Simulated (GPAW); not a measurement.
Records of electronic-structure calculations.

BaAlGeH (P3m1): G0W0 with GPAW, start to end. It takes space group P3m1 (No. 156, trigonal). Conventional cell: a = 4.345 Å, b = 4.345 Å, c = 5.216 Å, α = 90.00°, β = 90.00°, γ = 120.00°. Ba has 3 H at 2.60 Å nearest. Al has 1 H at 1.73 Å and 3 Ge at 2.55 Å nearest. Nearest to Ge lie 3 Al at 2.55 Å. Nearest to H lie 1 Al at 1.73 Å and 3 Ba at 2.60 Å. Farther neighbours are not listed. The calculation used DFT, LDA, plane waves, PAW (and 1 further level or step) in GPAW 26.7.0, with cutoff 600 eV, GPAW PAW setups 1.2.1 data release, 3×3×2 k-mesh, nbands 297 in one of its runs. The LDA gap is 0.76 eV, indirect, the G0W0 gap on the mesh is 1.60 eV and the G0W0 gap over the zone (rigid shift) is 1.29 eV. The GW settings are 3×3×2 mesh, 133 bands, screening to 78 eV, Godby-Needs plasmon pole and the known limits are not at the basis limit; no spin-orbit coupling; coarse k mesh. It took 3 runs, 75 s in all on 4 MPI ranks of Arm Neoverse V2, shared host (the runs of this entry). G0W0 moves the gap on the mesh from 1.07 eV to 1.60 eV (+0.53 eV), with Z of 0.78 and 0.78 at the edges. The mesh misses the band edges by 0.31 eV in all; a rigid shift gives 1.29 eV for the zone. The cell and positions come from the Crystallography Open Database and are kept as given unless a step says otherwise. Limits: no spin-orbit coupling. Only 2 of the mesh's irreducible points were corrected, so a valley elsewhere could overtake. Bands and cutoff are finite, so the gap is not at the basis limit. The miss can reach some tenths of an eV and take either sign; the mesh is an error of its own. The 3×3×2 mesh is coarse for this cell, which bears on the long-range parts of exchange and screening.

[Runs of the session that timed out or met a known fault of the program may be left out.]

[Hosts, paths, dates, database ids (printed as entryN), source tags and the programs' standing remarks are cut or masked in the printed files.]
